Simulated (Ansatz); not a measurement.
# Be2Si (model cell, started as cuprite): from the cell to its phonons

The cell of Be2Si (model cell, started as cuprite) is at rest. What are its phonons? After the zone centre comes a 2×2×2 q mesh on a 6×6×6 k mesh.

Calculated with Ansatz 0.2.0; DFT PBEsol, scalar-relativistic, plane waves, PAW.

The structure was built from a prototype and need not be the compound's stable phase.

**1. Set-up**

Symmetry: Pn-3m, No. 224, cubic system. The conventional cell has a = 4.925 Å, b = 4.925 Å, c = 4.925 Å, α = 90.00°, β = 90.00°, γ = 90.00°. Nearest to Si lie 4 Be at 2.13 Å. Be has 2 Si at 2.13 Å nearest. Farther neighbours are not listed.

Structure file:

```cif
data_structure
_symmetry_space_group_name_H-M 'Pn-3m:1'
_symmetry_Int_Tables_number 224
_cell_length_a 4.9246
_cell_length_b 4.9246
_cell_length_c 4.9246
_cell_angle_alpha 90.000
_cell_angle_beta 90.000
_cell_angle_gamma 90.000
_cell_volume 119.43
loop_
_atom_site_label
_atom_site_type_symbol
_atom_site_symmetry_multiplicity
_atom_site_Wyckoff_symbol
_atom_site_fract_x
_atom_site_fract_y
_atom_site_fract_z
_atom_site_occupancy
Si1 Si 2 a 0.00000 0.00000 0.00000 1
Be1 Be 4 b 0.25000 0.25000 0.25000 1
```

**2. Linear response at the zone centre**

The cell comes from relaxations at this level that are not shown. The zone centre comes first: it holds the modes that light can see, as far as symmetry allows. The response to a homogeneous field gives the Born charges and the dielectric tensor.

The input, input.yaml:

```yaml
crystal:
  lattice:
    - [4.9245737558, 0.0, 0.0]
    - [0.0, 4.9245737558, 0.0]
    - [0.0, 0.0, 4.9245737558]
  atoms:
    - { symbol: Si, position: [0.0, 0.0, 0.0] }
    - { symbol: Si, position: [0.5, 0.5, 0.5] }
    - { symbol: Be, position: [0.25, 0.25, 0.25] }
    - { symbol: Be, position: [0.75, 0.75, 0.25] }
    - { symbol: Be, position: [0.75, 0.25, 0.75] }
    - { symbol: Be, position: [0.25, 0.75, 0.75] }
kpoints:
  mp_grid: { grid: [6, 6, 6] }
hamiltonian:
  xc: pbesol
scf:
  occupations: { method: fixed }
output:
  eigenvalues: true
phonons:
  method: dfpt
  dielectric: true
  rigid_motions: translations
```

Command:

```
> ansatz run input.yaml --threads 8 --pin off --max-ram 14336MiB --backend cpu --events-out ev --progress --plain --runs-dir out
```

Numbers of over 12 decimals in the logs are rounded to 6 here.

Output:

```text
Engine: ansatz 0.2.0, aarch64-unknown-linux-gnu
Pseudopotentials: kind: paw
Pseudopotential: Si, paw, valence charge 4, recommended cutoff 420 eV (normal), Si.paw.azcp
Pseudopotential: Be, paw, valence charge 2, recommended cutoff 420 eV (normal), Be.paw.azcp
Functional definition: PBEsol
  exchange = pbesol_x
  correlation = pbesol_c
Crystal: 6 atoms, lattice volume = 119.428 Å³
Basis set: ecut = 420 eV, 2325 PW (Γ), exchange–correlation on 72×72×72 points (8 copies of the dense FFT grid, shifted against one another)
Bands: 14, of which v1, the nominal top of the filled ones, is band 8 counted from 1 (7 counted from 0)
Symmetry: 48 space group operations
k-points: 68 of 216 (irreducible under 2 space group operations, time reversal used)
Non-local potential: Si, projectors of the file, l = 0: 2, l = 1: 2, l = 2: 2
Non-local potential: Be, projectors of the file, l = 0: 2, l = 1: 2, l = 2: 1
PAW form: soft (Blöchl's): semilocal exchange-correlation on the pseudo side does not see the compensation charge
PAW frozen core: Si, regenerated for the run's functional, and the local potential with it (the file was generated under x = pbe(κ = 0.804, μ = 0.219515), c = pbe(β = 0.066725))
PAW frozen core: Be, regenerated for the run's functional, and the local potential with it (the file was generated under x = pbe(κ = 0.804, μ = 0.219515), c = pbe(β = 0.066725))
PAW one-centre angular grid: Si, 110 points (default); XC on 64 Gauss nodes
PAW one-centre angular grid: Be, 110 points (default); XC on 64 Gauss nodes
Initial density: superposition of atomic densities (neutral atoms: chi_scale 0, normalization atom), corrected by the library's trained network
Initial wavefunctions: pseudopotential atomic-orbital guess
Functional: x = pbesol(κ = 0.804, μ = 0.123457), c = pbesol(β = 0.046)
SCF iter   1: F=—  HF=-1598.240019 eV  |F-HF|=—  |Δ(HF+E_count)|=         —  Δρ=3.52e-3  dr2=2.89e-2  ethr=1.77e-3  ⟨swp⟩=5.0  Hψ=5402  notcnv=0  defer=204
preconditioner: auto → Resta (q_TF=auto, 1.952 Å⁻¹)  ε∞=6.0  [insulator: Δε(μ)=0.257 eV  Ē_g=6.091 eV  n_scr=18 (ndim 8)  ℏωp=13.6 eV  f_vac=0.000  ε∞_Penn≈6.0]
SCF iter   2: F=—  HF=-1598.233649 eV  |F-HF|=—  |Δ(HF+E_count)|=   6.37e-3  Δρ=1.69e-3  dr2=6.51e-3  ethr=1.80e-4  ⟨swp⟩=1.5  Hψ=1546  notcnv=0  defer=182
SCF iter   3: F=—  HF=-1598.232027 eV  |F-HF|=—  |Δ(HF+E_count)|=   1.62e-3  Δρ=2.97e-4  dr2=1.86e-4  ethr=4.07e-5  ⟨swp⟩=3.0  Hψ=1526  notcnv=0  defer=266
SCF iter   4: F=—  HF=-1598.232024 eV  |F-HF|=—  |Δ(HF+E_count)|=   2.11e-6  Δρ=6.96e-5  dr2=4.16e-6  ethr=1.16e-6  ⟨swp⟩=2.1  Hψ=1389  notcnv=0  defer=212
SCF iter   5: F=—  HF=-1598.232029 eV  |F-HF|=—  |Δ(HF+E_count)|=   4.58e-6  Δρ=5.19e-6  dr2=2.67e-8  ethr=2.60e-8  ⟨swp⟩=2.8  Hψ=1503  notcnv=0  defer=128
SCF iter   6: F=—  HF=-1598.232029 eV  |F-HF|=—  |Δ(HF+E_count)|=   4.97e-7  Δρ=4.87e-7  dr2=4.05e-10  ethr=1.67e-10  ⟨swp⟩=2.0  Hψ=1380  notcnv=0  defer=112
SCF iter   7: F=-1598.232029 eV  HF=-1598.232029 eV  |F-HF|=9.09e-13  |Δ(HF+E_count)|=  2.68e-11  Δρ=6.18e-8  dr2=6.89e-12  ethr=1.00e-12  ⟨swp⟩=12.2  Hψ=6959  notcnv=0
SCF 1 converged in 7 iterations: F = -1598.232029 eV  dr2 = 6.89e-12
  greatest PAW one-centre occupation: 0.650 electrons in one spin orbital (limit 2), on the Si atom at site 1 (counted from 0), in its partial waves of l = 0
NSCF: frozen V_eff on 54 k-points
DFPT response loops at Γ: preconditioner auto → Resta (q_TF=auto, 1.952 Å⁻¹)  ε∞=13.7 (no band partly filled); β = 1.00, the filter's whole step (`scf.mixing.beta` (0.50) is not read by the response loops at its default; to damp them type it under 1.00, their step now; it binds the ground state too); Broyden in place of MSR1
── the response to a field inside a basis, on 8×8×8 k-points: an SCF that follows is theirs, and a resumed run solves both again ──
Bands: 9, of which v1, the nominal top of the filled ones, is band 8 counted from 1 (7 counted from 0)
k-points: 20 of 512
Initial density: handed on by an earlier stage of this run
Initial wavefunctions: pseudopotential atomic-orbital guess (no wavefunctions were taken with the density)
Eigensolver: Dense (20 Hₖ)
SCF iter   1: F=—  HF=-1598.230647 eV  |F-HF|=—  |Δ(HF+E_count)|=         —  Δρ=3.79e-5  dr2=8.19e-7  ethr=1.00e-1
preconditioner: auto → Resta (q_TF=auto, 1.952 Å⁻¹)  ε∞=9.6  [insulator: Δε(μ)=0.595 eV  Ē_g=4.626 eV  n_scr=18 (ndim 8)  ℏωp=13.6 eV  f_vac=0.000  ε∞_Penn≈9.6]
SCF iter   2: F=—  HF=-1598.230647 eV  |F-HF|=—  |Δ(HF+E_count)|=   4.49e-7  Δρ=2.11e-5  dr2=2.93e-7  ethr=5.12e-9
SCF iter   3: F=-1598.230647 eV  HF=-1598.230647 eV  |F-HF|=2.24e-9  |Δ(HF+E_count)|=   1.70e-7  Δρ=1.73e-6  dr2=2.78e-9  ethr=1.83e-9
SCF 1 converged in 3 iterations: F = -1598.230647 eV  dr2 = 2.78e-9
DFPT response loops at Γ: preconditioner auto → Resta (q_TF=auto, 1.952 Å⁻¹)  ε∞=10.0 (no band partly filled); β = 1.00, the filter's whole step (`scf.mixing.beta` (0.50) is not read by the response loops at its default; to damp them type it under 1.00, their step now; it binds the ground state too); Broyden in place of MSR1
WARN: field response: ε∞ stands inside a basis, on 8×8×8 points; the force constants stand on the 6×6×6 k-mesh, whose period is 10.34 times the interband length at k = (0.0000, 0.0000, 0.0000), direct gap 0.321 eV, under 14: take them and everything formed from them as unconverged, and compare with a denser kpoints.mp_grid
SCF converged after 7 iterations
Free energy (F): -1598.232029 eV
Harris-Foulkes:  -1598.232029 eV  (|F-HF|=9.09e-13)
Internal energy: -1598.232029 eV  (E = F + TS)
E sigma→0 (E₀):  -1598.232029 eV
Fermi energy:    1.719952 eV
--- Per-component energies (eV) ---
  E_band       = -15.971856
  E_kinetic    = 142.715120
  E_local      = -133.398350  (includes V_loc(G=0)·N_el)
  E_nonlocal   = 75.716539
  E_hartree    = 36.886751
  E_xc         = -177.859645
  E_vxc        = -163.896185  (∫ρ·V_xc dr)
  E_paw        = -1227.364739  (= ΣΔE_a)
  E_vpaw       = -10.882513  (= ΣTr[D̂ρ^β])
  E_aug_tail   = 0.000010  (compensation charges beyond the density's cutoff)
  E_ewald      = -315.028960
  E_core_change = 0.101247  (= ΣΔE_core)
  E_smearing   = -0.000000  (= −TS)
  E_closure    = 0.000000  (closes the sum)
  Σ components = -1598.232029   (vs F -1598.232029, Δ=0.00e0)
--- Band table (eV; the first three rows and the last of 68) ---
  k-point 0: bands = [... 4 lower, 0.1946, 1.7200, 1.7200, 1.7200, 2.0405, 2.0405, 5.2182, 6.6462, ... 2 higher]
  k-point 1: bands = [... 4 lower, 0.2856, 1.2261, 1.6387, 1.6387, 2.2011, 2.9213, 5.7841, 5.8088, ... 2 higher]
  k-point 2: bands = [... 4 lower, 0.5352, 0.5352, 1.3932, 1.3932, 2.6805, 4.4772, 4.5446, 5.8706, ... 2 higher]
  k-point 67: bands = [... 4 lower, -0.5706, -0.3864, -0.3864, -0.3864, 5.0001, 5.0001, 5.0001, 7.5425, ... 2 higher]
--- Phonons (Γ-DFPT): 2 representative perturbations + reference, on 68 of 216 k-points (Σ response iterations 6) ---
  k mesh reduced under 2 symmetry operations, with k and −k counted as one. Each operation leaves every solved perturbation unchanged. A smaller set is not considered because the run solves the response to a homogeneous field
  ASR residual: 2.994e-5 → 0.000e0 eV/Å²; symmetrization residual: 1.973e-7 eV/Å²
  ASR residual per site (eV/Å²): 2.99e-5 2.99e-5 4.40e-6 4.40e-6 4.40e-6 4.40e-6
  Γ frequencies (cm⁻¹): -91.47 -91.47 -91.47 -82.61 -82.61 -82.61 0.00 0.00 0.00 289.03 289.03 318.36 318.36 318.36 734.44 769.45 769.45 769.45
  ε∞ (high-frequency dielectric tensor):
       11.623717     0.000000     0.000000
        0.000000    11.623717     0.000000
        0.000000     0.000000    11.623717
  softest optical mode at Γ: -91.47 cm⁻¹; the repairs (sum rule, projections) moved no ω² at Γ by more than (0.65 cm⁻¹)²
  Born effective charges Z* (e; rows j = field, columns β = displacement):
    site 0:
        -2.59162    0.00000   -0.00000
         0.00000   -2.59162    0.00000
        -0.00000   -0.00000   -2.59162
    site 1:
        -2.59162    0.00000   -0.00000
         0.00000   -2.59162    0.00000
         0.00000   -0.00000   -2.59162
    site 2:
         1.29581    0.50530    0.50530
         0.50530    1.29581    0.50530
         0.50530    0.50530    1.29581
    site 3:
         1.29581    0.50530   -0.50530
         0.50530    1.29581   -0.50530
        -0.50530   -0.50530    1.29581
    site 4:
         1.29581   -0.50530    0.50530
        -0.50530    1.29581   -0.50530
         0.50530   -0.50530    1.29581
    site 5:
         1.29581   -0.50530   -0.50530
        -0.50530    1.29581    0.50530
        -0.50530    0.50530    1.29581
  Z* charge neutrality: 3.232e-3 e pre-enforcement
  solved inside a basis spanned on kpoints, on 8×8×8 k-points, its susceptibility summed on 10×10×10: ε∞ is read to err by 5.7e-2, Z* by 1.8e-2 e (field_mesh: kpoints solves on kpoints); Z* is corrected for what the basis lacks
  optical modes at Γ without the LO–TO term, one row a degenerate level:
      ω (cm⁻¹)  modes    IR ((D/Å)²/amu)
        -91.47      3            16.9916
        -82.61      3             0.0000
        289.03      2             0.0000
        318.36      3             0.0000
        734.44      1             0.0000
        769.45      3            83.3815
  optical modes at Γ + LO–TO along q̂ = [1.0000, 0.0000, 0.0000]:
      ω (cm⁻¹)  modes    IR ((D/Å)²/amu)
        -91.47      2            11.3277
        -82.61      3             0.0000
        -15.80      1             4.9232
        289.03      2             0.0000
        318.36      3             0.0000
        734.44      1             0.0000
        769.45      2            55.5877
        797.09      1            28.5345
  optical modes at Γ + LO–TO along q̂ = [0.0000, 1.0000, 0.0000]:
      ω (cm⁻¹)  modes    IR ((D/Å)²/amu)
        -91.47      2            11.3277
        -82.61      3             0.0000
        -15.80      1             4.9232
        289.03      2             0.0000
        318.36      3             0.0000
        734.44      1             0.0000
        769.45      2            55.5877
        797.09      1            28.5345
  optical modes at Γ + LO–TO along q̂ = [0.0000, 0.0000, 1.0000]:
      ω (cm⁻¹)  modes    IR ((D/Å)²/amu)
        -91.47      2            11.3277
        -82.61      3             0.0000
        -15.80      1             4.9232
        289.03      2             0.0000
        318.36      3             0.0000
        734.44      1             0.0000
        769.45      2            55.5877
        797.09      1            28.5345
```

It took 8.6 s on 8 threads of Arm Neoverse V2, shared host; peak memory 0.88 GiB; 58 s of CPU time.

Numbers from this step:

```yaml
gap_on_the_k_mesh: 0.3206 eV
volume_per_atom: 19.90 Å³
sum_rule_residual_before_enforcement: 2.99e-5 eV/Å²
miss_of_the_charge_sum_rule: 0.003232 e
estimated_error_of_the_dielectric_tensor: 0.05672
estimated_error_of_the_born_charges: 0.01837 e
point_group: m-3m
highest_optical_mode_at_the_zone_centre_no_lo_to_term: 769.5 cm⁻¹
lowest_optical_zone_centre_mode: -91.47 cm⁻¹
mean_high_frequency_dielectric_constant: 11.62
largest_born_charge_third_of_the_trace: -2.592 e
top_of_the_zone_centre_spectrum_with_the_field: 797.1 cm⁻¹
```

Without the LO-TO term. Patterns of degenerate modes are one choice out of their space. The modes at Γ (shares of kinetic energy by element, %) (negative means imaginary):

| mode | frequency (cm⁻¹) | symmetry | Si % | Be % |
| --- | --- | --- | --- | --- |
| 1 | -91.5 | T1u | 21 | 79 |
| 2 | -91.5 | T1u | 21 | 79 |
| 3 | -91.5 | T1u | 21 | 79 |
| 4 | -82.6 | T2u | 0 | 100 |
| 5 | -82.6 | T2u | 0 | 100 |
| 6 | -82.6 | T2u | 0 | 100 |
| 7 | 0.0 | acoustic | 61 | 39 |
| 8 | 0.0 | acoustic | 61 | 39 |
| 9 | 0.0 | acoustic | 61 | 39 |
| 10 | 289.0 | Eu | 0 | 100 |
| 11 | 289.0 | Eu | 0 | 100 |
| 12 | 318.4 | T2g | 100 | 0 |
| 13 | 318.4 | T2g | 100 | 0 |
| 14 | 318.4 | T2g | 100 | 0 |
| 15 | 734.4 | A2u | 0 | 100 |
| 16 | 769.5 | T1u | 18 | 82 |
| 17 | 769.5 | T1u | 18 | 82 |
| 18 | 769.5 | T1u | 18 | 82 |

Displacements in mode 3 (-91.5 cm⁻¹), the largest set to 1:
```
Si1  0.32 -0.34 -0.04
Si2  0.32 -0.34 -0.04
Be3 -1.00  0.89  0.04
Be4 -0.89  1.00  0.09
Be5 -0.12  0.17  0.92
Be6 -0.01  0.06 -0.79
```

Displacements in mode 17 (769.5 cm⁻¹), the largest set to 1:
```
Si1  0.64  0.00  0.00
Si2  0.64  0.00  0.00
Be3 -1.00 -0.99 -0.99
Be4 -1.00 -0.99  0.99
Be5 -1.00  0.99 -0.99
Be6 -1.00  0.99  0.99
```

Optical modes at the zone centre, without and with the macroscopic field of the longitudinal modes; each column is sorted by frequency, so a row need not hold one and the same mode. Modes with and without the field, by row:

```
rank among optical modes  no field (cm⁻¹)  q along (1, 0, 0) (cm⁻¹)
                       1            -91.5                     -91.5
                       2            -91.5                     -91.5
                       3            -91.5                     -82.6
                       4            -82.6                     -82.6
                       5            -82.6                     -82.6
                       6            -82.6                     -15.8
                       7              289                       289
                       8              289                       289
                       9            318.4                     318.4
                      10            318.4                     318.4
                      11            318.4                     318.4
                      12            734.4                     734.4
                      13            769.5                     769.5
                      14            769.5                     769.5
                      15            769.5                     797.1
```

Born charge (rows field, columns displacement) (e), principal values of the symmetric part by kind of site:

| atom | atoms with these values | low | middle | high | mean |
| --- | --- | --- | --- | --- | --- |
| Si1 | 2 | -2.59 | -2.59 | -2.59 | -2.59 |
| Be3 | 4 | 0.79 | 0.79 | 2.31 | 1.30 |

In full for Be3:

```
1.30 0.51 0.51
0.51 1.30 0.51
0.51 0.51 1.30
```

High-frequency dielectric tensor:

```
11.62  0.00  0.00
 0.00 11.62  0.00
 0.00  0.00 11.62
```

Transverse modes; imaginary modes are left out. Lines of the infrared spectrum (strongest = 100):

```
position (cm⁻¹)  label  relative intensity
            289     Eu                 0.0
            318    T2g                 0.0
            734    A2u                 0.0
            770    T1u                 100
```

Before it was imposed, the acoustic sum rule was missed by 3.0e-5 eV/Å² and the charge sum rule by 0.0032 e. Small misses are needed for a sound result but don't prove that mesh and cutoff are converged. The lowest optical mode is imaginary, 91.5i cm⁻¹, so the energy falls along it.

The log warns of the k mesh: “the force constants stand on the 6×6×6 k-mesh, whose period is 10.34 times the interband length at k = (0.0000, 0.0000, 0.0000), direct gap 0.321 eV, under 14: take them and everything formed from them as unconverged”.

(Continued in part 2 of 2.)

[Logs are printed without paths, hosts, clocks, repeated set-up lines and the standing remarks that a program may print on its own settings, such as how far it seeks lower states.]

[Hosts, paths, dates, database ids (printed as entryN), source tags and the programs' standing remarks are cut or masked in the printed files.]
